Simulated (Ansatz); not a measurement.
**BaTiO3 (P4mm) under biaxial strain in the (001) plane, that of a and b**

Aim: how do the optical modes of BaTiO3 (P4mm) shift and split under this strain?

Program: Ansatz 0.2.0. Level of theory: DFT LDA, scalar-relativistic, plane waves, PAW; PAW set soft_1. Results are calculated unless marked as measured.

The database entry behind the starting cell differs from later determinations by our own check (c/a about 0.6 % short), so it need not match the best structure at ambient conditions.

**1. Starting point**

It takes space group P4mm (No. 99, tetragonal). The conventional cell has a = 4.000 Å, b = 4.000 Å, c = 4.018 Å, α = 90.00°, β = 90.00°, γ = 90.00°. Nearest to O lie 2 Ti at 1.89 to 2.13 Å and 4 Ba at 2.83 Å. Nearest to O lie 2 Ti at 2.00 Å and 4 Ba at 2.79 to 2.88 Å. Nearest to Ti lie 6 O at 1.89 to 2.13 Å. Ba has 12 O at 2.79 to 2.88 Å nearest. Farther neighbours and most contacts between anions are not listed.

**2. A rough relaxation first**

The start is far from rest, so a relaxation with loose tolerances brings it close first.

Input file input.yaml:

```yaml
crystal:
  lattice:
    - [3.9998, 0.0, 0.0]
    - [0.0, 3.9998, 0.0]
    - [0.0, 0.0, 4.018]
  atoms:
    - { symbol: O, position: [0.5, 0.5, 0.019] }
    - { symbol: O, position: [0.5, 0.0, 0.517] }
    - { symbol: O, position: [0.0, 0.5, 0.517] }
    - { symbol: Ti, position: [0.5, 0.5, 0.49] }
    - { symbol: Ba, position: [0.0, 0.0, 0.0] }
kpoints:
  mp_grid: { grid: [6, 6, 6] }
hamiltonian:
  xc: lda
  pseudopotentials: { kind: paw, azcp: { folder: soft_1 }, xc_functional: pbe }
scf:
  occupations: { method: gaussian, width: 0.1 }
output:
  forces: true
  stress: true
  eigenvalues: true
relax:
  adjacent_minimum: "off"
  f_tol: 0.05
  max_steps: 80
  cell: { stress_tol: 0.5 }
```

Launch:

```console
$ ansatz run input.yaml --threads 8 --pin off --max-ram 20480MiB --backend cpu --events-out ev --progress --plain --runs-dir out
```

Numbers of over 12 decimals in the logs are rounded to 6 here.

The program printed:

```text
The last accepted step is kept in <dir> (removed where the run ends without a failure and the disk answers)
Engine: ansatz 0.2.0, aarch64-unknown-linux-gnu
Pseudopotentials: kind: paw
Pseudopotential: O, paw, valence charge 6, recommended cutoff 420 eV (normal), soft_1/O.paw.azcp
Pseudopotential: Ti, paw, valence charge 12, recommended cutoff 420 eV (normal), soft_1/Ti.paw.azcp
[...]
cell:  # Å, volume = 61.3637 Å³
    - [3.927374, 0, -1.3691710893729163e-17]
    - [0, 3.927374, 0]
    - [-1.3754011293315613e-17, 0, 3.978390]
  atoms:
    - { symbol: O, position: [0.5, 0.5, 0.022631] }
    - { symbol: O, position: [0.5, 0, 0.515466] }
    - { symbol: O, position: [-2.9930111831145027e-19, 0.5, 0.515466] }
    - { symbol: Ti, position: [0.5, 0.5, 0.488502] }
    - { symbol: Ba, position: [1.822377297619972e-19, 0, 0.000933724] }
[key lines of the parts left out:]
SCF converged after 6 iterations
Free energy (F): -9904.638214 eV
Fermi energy:    11.510120 eV
P = ⅓ Tr σ = -0.1563 GPa (-1.563 kbar)
```

Elapsed: 9.5 s, on 8 threads of Arm Neoverse V2, shared host; peak memory 0.51 GiB; 63 s of CPU time.

The steps of the relaxation:

```csv
step,energy less that of the first step (eV),largest force component (eV/Å),pressure (GPa),volume (Å³)
1,0.0000,0.4241,-8.53,64.28
2,-0.0952,0.0885,1.00,60.94
3,-0.0954,0.0800,-0.05,61.30
4,-0.0958,0.0384,-0.13,61.32
5,-0.0960,0.0343,-0.01,61.28
6,-0.0961,0.0371,0.06,61.27
7,-0.0962,0.0348,0.10,61.28
8,-0.0962,0.0185,0.11,61.32
9,-0.0961,0.0075,0.04,61.36
10*,-0.0881,0.0078,-0.16,61.36
```

Relaxation steps marked * repeat the geometry before them on a plane-wave basis chosen anew for their cell, so energy and pressure can jump there.

The run keeps the 8 symmetry operations that it works with, so distortions that break them were not tested.

```csv
"conventional cell, symmetrised",before,after,change
a (Å),4.000,3.927,-1.8 %
b (Å),4.000,3.927,-1.8 %
c (Å),4.018,3.978,-1.0 %
volume (Å³/atom),12.86,12.27,-4.5 %
```

The atoms that moved most (Å, as changes of fractional coordinates times the final cell):

```csv
atom,dx,dy,dz,length
O1,0.000,0.000,0.014,0.014
O2,0.000,0.000,-0.006,0.006
O3,0.000,0.000,-0.006,0.006
Ti4,0.000,0.000,-0.006,0.006
```

Numbers from this step:

```
pressure          : -0.1563 GPa
gap on the k-mesh : 1.851 eV
volume per atom   : 12.27 Å³
```

In this step the volume went from 12.86 to 12.27 Å³/atom.

**3. Relaxation**

Harmonic phonons are second derivatives at a point where the forces vanish, and they are wanted at zero stress, so atoms and cell are relaxed first.

Input file input.yaml:

```yaml
crystal:
  lattice:
    - [3.9273737182, 0.0, 0.0]
    - [0.0, 3.9273737182, 0.0]
    - [0.0, 0.0, 3.9783895761]
  atoms:
    - { symbol: O, position: [0.5, 0.5, 0.0226313553] }
    - { symbol: O, position: [0.5, 0.0, 0.5154664837] }
    - { symbol: O, position: [0.0, 0.5, 0.5154664837] }
    - { symbol: Ti, position: [0.5, 0.5, 0.4885019537] }
    - { symbol: Ba, position: [0.0, 0.0, 0.0009337237] }
kpoints:
  mp_grid: { grid: [8, 8, 8] }
hamiltonian:
  xc: lda
  pseudopotentials: { kind: paw, azcp: { folder: soft_1 }, xc_functional: pbe }
scf:
  occupations: { method: gaussian, width: 0.02 }
output:
  forces: true
  stress: true
  eigenvalues: true
  write_density: true
  write_potential: true
  elf: true
  volumetric_format: npy
relax:
  adjacent_minimum: "off"
  f_tol: 0.005
  max_steps: 80
  cell: { stress_tol: 0.05 }
```

The program printed:

```text
[...]
Crystal: 5 atoms, lattice volume = 61.364 Å³
Basis set: ecut = 420 eV, 1213 PW (Γ)
Bands: 25, of which v1, the nominal top of the filled ones, is band 20 counted from 1 (19 counted from 0)
Symmetry: 8 space group operations
[...]
k-points: 75 of 512 (time reversal used)
[...]
SCF iter   1: F=—  HF=-9905.108152 eV  |F-HF|=—  |Δ(HF+E_count)|=         —  Δρ=5.43e-2  dr2=1.88e0  ethr=3.10e-3  ⟨swp⟩=8.2  Hψ=9648  notcnv=0
[...]
SCF iter   7: F=-9904.638351 eV  HF=-9904.638351 eV  |F-HF|=4.18e-8  |Δ(HF+E_count)|=   3.19e-7  Δρ=1.10e-5  dr2=6.82e-8  ethr=2.50e-10  ⟨swp⟩=13.1  Hψ=14343  notcnv=0
SCF 1 converged in 7 iterations: F = -9904.638351 eV  dr2 = 6.82e-8
[...]
relax step   1: F+E_penalty+E_count = -9904.63835088 eV  Δ(F+E_penalty+E_count) = +0.000e0 eV  max|allowed force component| = 8.491e-3 eV/Å  Δτ_max = 0.0000 Å  P = -0.155 GPa  Ω = 61.364 Å³  (7 SCF iters, dr2 threshold 1.00e-7 eV, accepted)
Crystal: 5 atoms, lattice volume = 61.304 Å³
[...]
SCF iter   6: F=-9904.638593 eV  HF=-9904.638593 eV  |F-HF|=7.28e-12  |Δ(HF+E_count)|=  7.46e-11  Δρ=1.75e-7  dr2=1.57e-11  ethr=1.00e-12  ⟨swp⟩=4.3  Hψ=9180  notcnv=0
SCF 2 converged in 6 iterations: F = -9904.638593 eV  dr2 = 1.57e-11
relax step   2: F+E_penalty+E_count = -9904.63859338 eV  Δ(F+E_penalty+E_count) = -2.425e-4 eV  max|allowed force component| = 9.543e-3 eV/Å  Δτ_max = 0.0009 Å  P = +0.022 GPa  Ω = 61.304 Å³  energy of the carried Pulay correction = +2.089e-4 eV  (6 SCF iters, accepted)
Crystal: 5 atoms, lattice volume = 61.308 Å³
[...]
SCF iter   6: F=-9904.638581 eV  HF=-9904.638581 eV  |F-HF|=5.46e-12  |Δ(HF+E_count)|=  5.46e-12  Δρ=1.06e-7  dr2=5.75e-12  ethr=1.00e-12  ⟨swp⟩=4.9  Hψ=8275  notcnv=0
SCF 3 converged in 6 iterations: F = -9904.638581 eV  dr2 = 5.75e-12
relax step   3: F+E_penalty+E_count = -9904.63858093 eV  Δ(F+E_penalty+E_count) = +1.245e-5 eV  max|allowed force component| = 7.038e-3 eV/Å  Δτ_max = 0.0009 Å  P = +0.011 GPa  Ω = 61.308 Å³  energy of the carried Pulay correction = +1.964e-4 eV  (6 SCF iters, accepted)
[...]
relax step   4: F+E_penalty+E_count = -9904.63857581 eV  Δ(F+E_penalty+E_count) = +5.120e-6 eV  max|allowed force component| = 6.568e-3 eV/Å  Δτ_max = 0.0005 Å  P = +0.000 GPa  Ω = 61.310 Å³  energy of the carried Pulay correction = +1.883e-4 eV  (6 SCF iters, accepted)
[...]
relax step   5: F+E_penalty+E_count = -9904.63857824 eV  Δ(F+E_penalty+E_count) = -2.433e-6 eV  max|allowed force component| = 7.382e-3 eV/Å  Δτ_max = 0.0003 Å  P = -0.005 GPa  Ω = 61.310 Å³  energy of the carried Pulay correction = +1.888e-4 eV  (6 SCF iters, accepted)
[...]
relax step   6: F+E_penalty+E_count = -9904.63863751 eV  Δ(F+E_penalty+E_count) = -5.927e-5 eV  max|allowed force component| = 1.948e-3 eV/Å  Δτ_max = 0.0015 Å  P = -0.004 GPa  Ω = 61.295 Å³  energy of the carried Pulay correction = +2.397e-4 eV  (6 SCF iters, accepted)
[...]
SCF iter   8: F=-9904.638436 eV  HF=-9904.638436 eV  |F-HF|=0.00e0  |Δ(HF+E_count)|=    0.00e0  Δρ=1.83e-10  dr2=2.23e-17  ethr=1.00e-12  ⟨swp⟩=1.7  Hψ=4360  notcnv=0
SCF 7 converged in 8 iterations: F = -9904.638436 eV  dr2 = 2.23e-17
relax step   7: F+E_penalty+E_count = -9904.63843570 eV  Δ(F+E_penalty+E_count) = +2.018e-4 eV  max|allowed force component| = 1.940e-3 eV/Å  Δτ_max = 0.0000 Å  P = -0.010 GPa  Ω = 61.295 Å³  stress off target by 2.09e-2 GPa  SCF on the basis re-selected at this cell (its energy is not comparable with the rows above)  (8 SCF iters)
[...]
SCF converged after 8 iterations
Free energy (F): -9904.638436 eV
[...]
Internal energy: -9904.638436 eV  (E = F + TS)
E sigma→0 (E₀):  -9904.638436 eV
Fermi energy:    11.522927 eV
[...]
--- Forces (eV/Å), atoms counted from 1 ---
  atom   1  O     -0.00000000     0.00000000     0.00193550
  atom   2  O      0.00000000     0.00000000    -0.00067439
  atom   3  O     -0.00000000    -0.00000000    -0.00067439
  atom   4  Ti    -0.00000000     0.00000000    -0.00094264
  atom   5  Ba     0.00000000     0.00000000     0.00033280
  max |Σ_I F_I| component: 2.31e-5 eV/Å
--- Stress (GPa, compression-positive) ---
       -0.004514      -0.000000      -0.000000
       -0.000000      -0.004514       0.000000
       -0.000000       0.000000      -0.020890
  P = ⅓ Tr σ = -0.0100 GPa (-0.100 kbar)
--- Band table (eV; the first three rows and the last of 75) ---
  k-point 0: bands = [... 16 lower, 9.3133, 10.3407, 10.3581, 10.3581, 12.4489, 12.6967, 12.6967, 15.0345, ... 1 higher]
  k-point 1: bands = [... 16 lower, 9.1739, 9.9812, 10.2879, 10.2879, 12.4689, 12.9771, 12.9771, 15.0358, ... 1 higher]
  k-point 2: bands = [... 16 lower, 8.8717, 9.3109, 10.1281, 10.1281, 12.5182, 13.5866, 13.5866, 15.0378, ... 1 higher]
  k-point 74: bands = [... 16 lower, 8.2378, 10.4691, 10.4691, 10.5969, 15.0813, 15.0813, 15.1093, 17.4214, ... 1 higher]
--- Relaxed structure (6 steps of the walk, 6 accepted, 1 SCFs on fresh bases) ---
[...]
cell:  # Å, volume = 61.2952 Å³
    - [3.926985, 0.0, 0]
    - [0.0, 3.926985, 0.0]
    - [0, 0.0, 3.974734]
  atoms:
    - { symbol: O, position: [0.5, 0.5, 0.022100] }
    - { symbol: O, position: [0.5, 0.0, 0.515471] }
    - { symbol: O, position: [0, 0.5, 0.515471] }
    - { symbol: Ti, position: [0.5, 0.5, 0.488895] }
    - { symbol: Ba, position: [0, 0.0, 0.0010629] }
```

Elapsed: 12 s, on 8 threads; peak memory 0.56 GiB.

Little changed from the start: no atom moved by 0.005 Å and no cell edge by 0.1 %.

This step gave:

* pressure: -0.009973 GPa
* gap on the k-mesh: 1.852 eV
* volume per atom: 12.26 Å³

Electrostatic potential energy in the ac plane at fractional y = 0.500, with atoms of O and Ti within 0.2 Å of it. With pseudopotentials it is smooth inside the atoms' cores, unlike the true potential.

Ten even steps from '0' (-33 eV) to '9' (15 eV), each cell a mean:
```
99999521269999
99999854699999
99999988899999
99998766689999
45897422358975
01585100026841
00474100015730
02674100025841
46886210137885
99998543468999
99999876789999
99999743489999
99999410159999
99998300159999
```
Columns run along a (3.9 Å; values clipped at the 3rd and 97th percentile), rows up along c (4.0 Å). Atoms in or near the plane, at fractional coordinates: O at (0.50, 0.02), O at (0.00, 0.52), Ti at (0.50, 0.49).

Valence density in the ac plane at fractional y = 0.500, with atoms of O and Ti within 0.2 Å of it. It is the smooth field of the valence electrons, not physical close to the nuclei.

Ten even steps from '0' (0 e/Å³) to '9' (11 e/Å³), each cell a mean:
```
00000134310000
00000011100000
00000000000000
00000000000000
21000012100001
53100256410024
74101489720025
43100379620013
11000135310001
00000011000000
00000000000000
00000122100000
00000245310000
00000257410000
```
Columns run along a (3.9 Å), rows up along c (4.0 Å). Atoms in or near the plane, at fractional coordinates: O at (0.50, 0.02), O at (0.00, 0.52), Ti at (0.50, 0.49).

ELF in the ac plane at fractional y = 0.500, with atoms of O and Ti within 0.2 Å of it. It is the smooth field of the valence electrons, not physical close to the nuclei.

Ten even steps from '_' (0.01) to '@' (0.82), each cell a mean:
```
______--%%@@@@%%@@@@##::____
______::++@@@@@@@@%%==..____
==--....::==++++++--....::==
%%%%++::__..::::..____--**%%
@@@@%%==..--**##**::..++@@@@
**%%@@==::##@@@@@@**::**@@%%
--##@@====%%%%##%%##--**@@**
##@@@@==--%%%%%%@@##::++@@%%
@@@@%%--::**%%%%%%==..==@@@@
%%##==....::--==--..__::++##
--::....::==++++++==::....--
______::**@@@@@@@@%%++..____
____..==%%@@##**%%@@##--____
____..++@@@@**==##@@%%--____
```
Columns run along a (3.9 Å), rows up along c (4.0 Å). Atoms in or near the plane, at fractional coordinates: O at (0.50, 0.02), O at (0.00, 0.52), Ti at (0.50, 0.49).

In this step the volume went from 12.27 to 12.26 Å³/atom.

**4. Tight relaxation**

Phonons need small forces and stress, so the relaxation is finished with tight tolerances on 8×8×8 k points.

Input file input.yaml:

```yaml
crystal:
  lattice:
    - [3.926985163, 0.0, 0.0]
    - [0.0, 3.926985163, 0.0]
    - [0.0, 0.0, 3.9747338287]
  atoms:
    - { symbol: O, position: [0.5, 0.5, 0.0220999154] }
    - { symbol: O, position: [0.5, 0.0, 0.5154712037] }
    - { symbol: O, position: [0.0, 0.5, 0.5154712037] }
    - { symbol: Ti, position: [0.5, 0.5, 0.4888947737] }
    - { symbol: Ba, position: [0.0, 0.0, 0.0010629036] }
kpoints:
  mp_grid: { grid: [8, 8, 8] }
hamiltonian:
  xc: lda
  pseudopotentials: { kind: paw, azcp: { folder: soft_1 }, xc_functional: pbe }
scf:
  occupations: { method: fixed }
output:
  forces: true
  stress: true
  eigenvalues: true
relax:
  adjacent_minimum: "off"
  f_tol: 0.001
  max_steps: 60
  cell: { stress_tol: 0.01 }
```

The program printed:

```text
[...]
Crystal: 5 atoms, lattice volume = 61.295 Å³
Basis set: ecut = 420 eV, 1213 PW (Γ)
Bands: 25, of which v1, the nominal top of the filled ones, is band 20 counted from 1 (19 counted from 0)
Symmetry: 8 space group operations
[...]
k-points: 75 of 512 (time reversal used)
[...]
--- Relaxed structure (2 steps of the walk, 2 accepted, 1 SCFs on fresh bases) ---
[...]
cell:  # Å, volume = 61.2921 Å³
    - [3.926971, 0, 0]
    - [0, 3.926971, 0]
    - [0, 0, 3.974562]
  atoms:
    - { symbol: O, position: [0.500000, 0.500000, 0.022104] }
    - { symbol: O, position: [0.500000, 0, 0.515455] }
    - { symbol: O, position: [0, 0.500000, 0.515455] }
    - { symbol: Ti, position: [0.500000, 0.500000, 0.488898] }
    - { symbol: Ba, position: [0, 0, 0.00108764] }
[key lines of the parts left out:]
SCF converged after 6 iterations
Free energy (F): -9904.638440 eV
Fermi energy:    10.597625 eV
P = ⅓ Tr σ = -0.0001 GPa (-0.001 kbar)
```

Run time: 5.1 s. Hardware: 8 threads; peak memory 0.55 GiB.

Little changed from the start: no atom moved by 0.005 Å and no cell edge by 0.1 %.

This step gave:

- pressure: -7.60e-5 GPa

The largest force component left is 0.57 meV/Å and the pressure is 0.000 GPa, within the tolerances set. The cell now holds 12.26 Å³/atom.

(Continued in part 2 of 3.)

[Logs are printed without paths, hosts, clocks, repeated set-up lines and the standing remarks that a program may print on its own settings, such as how far it seeks lower states.]

[Hosts, paths, dates, database ids (printed as entryN), source tags and the programs' standing remarks are cut or masked in the printed files.]
